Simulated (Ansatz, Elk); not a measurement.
## How far do independent atoms describe VInSi?

The structure of VInSi used here is made up (a known structure type with other elements) and was relaxed beforehand with PBEsol. The aim is the Fourier transform of its all-electron density, F(hkl), set beside the sum over free spherical atoms that refinements use.

Method: DFT, PBE, all-electron APW+lo, Dirac cores, scalar-relativistic bands, static density, no spin, in Elk 11.2.3 (patched build).

This account leaves out most program logs.

The structure was built from a prototype and need not be the compound's stable phase.

## Step 1: Set-up

It takes space group P4/nmm (No. 129, tetragonal). The conventional cell has a = 3.276 Å, b = 3.276 Å, c = 9.979 Å, α = 90.00°, β = 90.00°, γ = 90.00°. Nearest to In lie 5 V at 2.84 to 2.94 Å and 4 Si at 3.13 Å. Nearest to V lie 4 V at 2.54 Å and 5 In at 2.84 to 2.94 Å. Nearest to Si lie 4 Si at 2.32 Å and 4 In at 3.13 Å. Farther neighbours are not listed.

As a file:

```cif
data_structure
_symmetry_space_group_name_H-M 'P 1'
_symmetry_Int_Tables_number 1
_cell_length_a 3.2760
_cell_length_b 3.2760
_cell_length_c 9.9787
_cell_angle_alpha 90.000
_cell_angle_beta 90.000
_cell_angle_gamma 90.000
_cell_volume 107.09
loop_
_atom_site_label
_atom_site_type_symbol
_atom_site_fract_x
_atom_site_fract_y
_atom_site_fract_z
_atom_site_occupancy
In1 In 0.00000 0.50000 0.73287 1
In2 In 0.50000 0.00000 0.26713 1
V3 V 0.00000 0.50000 0.44831 1
V4 V 0.50000 0.00000 0.55169 1
Si5 Si 0.50000 0.50000 0.00000 1
Si6 Si 0.00000 0.00000 0.00000 1
```

## Step 2: Ground state and structure factors

An all-electron density is needed, since X-rays see the cores too. Task 0 finds the density and task 195 Fourier-transforms it; tshift is off so that phases refer to the origin typed.

Input file elk.in:

```
tasks
  0
  195

xctype
  20

spinpol
  .false.

rgkmax
  7.0

gmaxvr
  14.0

lmaxo
  7

lmaxapw
  8

swidth
  0.002

tshift
  .false.

ramdisk
  .false.

hmaxvr
  5.5

maxscl
  120

epspot
  1e-06

sppath
  './'

avec
  6.19066945770 -0.00000000000 0.00000000000
  -0.00000000000 6.19066945770 0.00000000000
  0.00000000000 0.00000000000 18.85699603373

atoms
  3
  'In.in'
  2
  0.0000000000 0.5000000000 0.7328699724   0.000000 0.000000 0.000000
  0.5000000000 -0.0000000000 0.2671300276   0.000000 0.000000 0.000000
  'V.in'
  2
  -0.0000000000 0.5000000000 0.4483102671   0.000000 0.000000 0.000000
  0.5000000000 0.0000000000 0.5516897329   0.000000 0.000000 0.000000
  'Si.in'
  2
  0.5000000000 0.5000000000 0.0000000000   0.000000 0.000000 0.000000
  0.0000000000 0.0000000000 0.0000000000   0.000000 0.000000 0.000000

ngridk
  7 7 3
```

Command:

```
$ OMP_NUM_THREADS=4 elk
```

Run time: 46 s. Hardware: 4 threads of Arm Neoverse V1, shared host; peak memory 0.23 GiB; 2.2 min of CPU time.

SFACRHO.OUT:

```text

h k l indices transformed by vhmat matrix:
   1.000000000       0.000000000       0.000000000    
   0.000000000       1.000000000       0.000000000    
   0.000000000       0.000000000       1.000000000    

      h      k      l  multipl.   |H|            Re(F)            Im(F)           |F|

      0      0      0      1   0.0000000       172.00000      0.80767637E-16   172.00000    
      0      0     -1      2  0.33320182      -25.740157     -0.50505678E-14   25.740157    
      0      0     -2      2  0.66640363      -31.309103     -0.72790296E-13   31.309103    
      0      0      3      2  0.99960545       27.657791     -0.29966579E-13   27.657791    
      1      0      0      4   1.0149444      0.50146195E-14  0.85148949E-14  0.98817936E-14
      0      1      1      4   1.0682395      0.40116956E-13   71.722754       71.722754    
      1      0      1      4   1.0682395     -0.50146195E-13  -71.722754       71.722754    
     -1      0     -2      4   1.2141688      0.75219293E-14   3.7286668       3.7286668    
      0     -1     -2      4   1.2141688     -0.75219293E-14  -3.7286668       3.7286668    
      0      0     -4      2   1.3328073       100.62852      0.12778018E-12   100.62852    
      0     -1      3      4   1.4245431     -0.91516807E-13  -100.52900       100.52900    
      0      1     -3      4   1.4245431     -0.91516807E-13   100.52900       100.52900    
      1      1      0      4   1.4353481      -91.143732      0.11172112E-13   91.143732    
     -1     -1     -1      8   1.4735154       57.288837      0.10319886E-13   57.288837    
     -1      1     -2      8   1.5825037       66.026400      0.65186303E-13   66.026400    
      0      0     -5      2   1.6660091      -18.161700     -0.60235811E-13   18.161700    
     -1      0      4      4   1.6752574     -0.38863301E-13  -60.018623       60.018623    
      0     -1      4      4   1.6752574      0.68951019E-13   60.018623       60.018623
```

Elk indexes on the primitive cell of elk.in and gives |H| = 4π sin θ/λ in inverse bohr. Below, one row stands for each form hkl of the conventional cell (m members, Friedel mates merged), F is for one primitive cell and the density is static (no thermal factor). Free-atom factors are Waasmaier and Kirfel's, and R is Σm||F|−|F'||/Σm|F|.

```
hkl  m  sin θ/λ (Å⁻¹)  abs F, DFT  neutral atoms   diff.  abs of complex diff.
001  2          0.050      25.740         25.536  +0.204                 0.204
002  2          0.100      31.309         32.090  -0.781                 0.781
003  2          0.150      27.658         27.594  +0.064                 0.064
100  4          0.153       0.000          0.000  +0.000                 0.000
101  8          0.161      71.723         71.776  -0.053                 0.053
102  8          0.183       3.729          3.877  -0.149                 0.149
004  2          0.200     100.629        100.457  +0.172                 0.172
103  8          0.214     100.529        101.011  -0.482                 0.482
110  4          0.216      91.144         91.671  -0.527                 0.527
111  8          0.222      57.289         57.785  -0.496                 0.496
112  8          0.238      66.026         66.034  -0.008                 0.008
005  2          0.251      18.162         18.320  -0.159                 0.159
104  8          0.252      60.019         60.284  -0.266                 0.266
113  8          0.263      11.192         11.425  -0.234                 0.234
105  8          0.293      30.730         30.712  +0.018                 0.018
114  8          0.295      53.282         53.442  -0.160                 0.160
006  2          0.301      48.002         48.233  -0.231                 0.231
200  4          0.305     111.030        111.662  -0.632                 0.632
```

## Step 3: The highest occupied states alone

An energy window below the Fermi level keeps the highest occupied states, to see at which angles they scatter; shallow core shells can lie inside it and anion s states outside. No new self-consistency is needed.

elk.in, as its differences from that of step 2:

```diff
@@ -1,3 +1,2 @@
 tasks
-  0
   195
@@ -40,2 +39,5 @@
 
+wsfac
+  -0.085690 0.581800
+
 sppath
```

Command:

```
$ OMP_NUM_THREADS=4 elk
```

The job ended after 15 s (4 threads; peak memory 0.17 GiB).

States within 10 eV below the Fermi level hold 22.49 electrons; any levels below the window count with the cores, and a count that is not whole means the window cuts a band. Their amplitudes can exceed the total, where window and core parts have opposite phase:

```
hkl  sin θ/λ (Å⁻¹)  abs F, window  abs F, all
001          0.050          3.410      25.740
002          0.100          6.744      31.309
003          0.150          0.176      27.658
100          0.153          0.000       0.000
101          0.161          0.398      71.723
102          0.183          1.847       3.729
004          0.200          2.033     100.629
103          0.214          2.157     100.529
110          0.216          1.906      91.144
111          0.222          2.699      57.289
```

## Step 4: Another functional

The difference from free atoms is small, so it is set against the change that LDA (Perdew-Wang) makes.

elk.in, as its differences from that of step 3:

```diff
@@ -1,2 +1,3 @@
 tasks
+  0
   195
@@ -4,3 +5,3 @@
 xctype
-  20
+  3
 
@@ -39,5 +40,2 @@
 
-wsfac
-  -0.085690 0.581800
-
 sppath
```

Command:

```
$ OMP_NUM_THREADS=4 elk
```

Run time: 29 s. Hardware: 4 threads; peak memory 0.17 GiB; 84 s of CPU time.

Against the first run R = 0.06 %; the largest change is -0.068 at 200.

## Step 5: A coarser k-mesh

About half the k-points along each axis test the sampling.

elk.in, as its differences from that of step 4:

```diff
@@ -5,3 +5,3 @@
 xctype
-  3
+  20
 
@@ -64,2 +64,2 @@
 ngridk
-  7 7 3
+  4 4 2
```

Command:

```
$ OMP_NUM_THREADS=4 elk
```

The job ended after 38 s (4 threads; peak memory 0.21 GiB; 91 s of CPU time).

Against the first run R = 0.02 %; the largest change is +0.048 at 003.

## Step 6: Settings against the effect

```
              run  R against the first run (%)  R against neutral atoms, low angle (%)  wall time
    PBE, rgkmax 7                         0.00                                    0.45       46 s
LDA (Perdew-Wang)                         0.06                                    0.46       29 s
     k-mesh 4×4×2                         0.02                                    0.45       38 s
```

## Step 7: Summary of results

| Quantity | Value |
| --- | --- |
| R against neutral atoms, sin θ/λ < 0.3 Å⁻¹ | 0.45 % |
| R against neutral atoms, 0.3 to 0.74 Å⁻¹ | 0.17 % |

Independent neutral atoms miss the calculated amplitudes by R = 0.45 % below 0.3 Å⁻¹ and 0.17 % from there to 0.74 Å⁻¹; by shells, 1.73 % below 0.15 Å⁻¹ (2 forms), 0.41 % 0.15 to 0.3 (13 forms), 0.22 % 0.3 to 0.45 (24 forms), 0.16 % above 0.45 (105 forms). Bonding, aspherical density and the tables' own atoms all enter these figures, and the runs don't part them. The largest change of an amplitude is -0.78 electrons, at 002. The window's part falls from 22.5 electrons at the origin to at most 0.53 between 0.45 and 0.74 Å⁻¹. Below 0.3 Å⁻¹ the changes that finished (LDA (Perdew-Wang) and k-mesh 4×4×2) move F by R = 0.04 % at most, against the 0.45 % that separates it from free atoms. The basis has no finished test. These runs have no spin, though d or f shells may be open. Part of the difference isn't bonding: the tables are fits to free atoms and ions calculated by other methods than this functional. Thermal motion, anomalous dispersion and extinction are left out.

[Logs are printed without paths, hosts, clocks, repeated set-up lines and the standing remarks that a program may print on its own settings, such as how far it seeks lower states.]

[Hosts, paths, dates, database ids (printed as entryN), source tags and the programs' standing remarks are cut or masked in the printed files.]
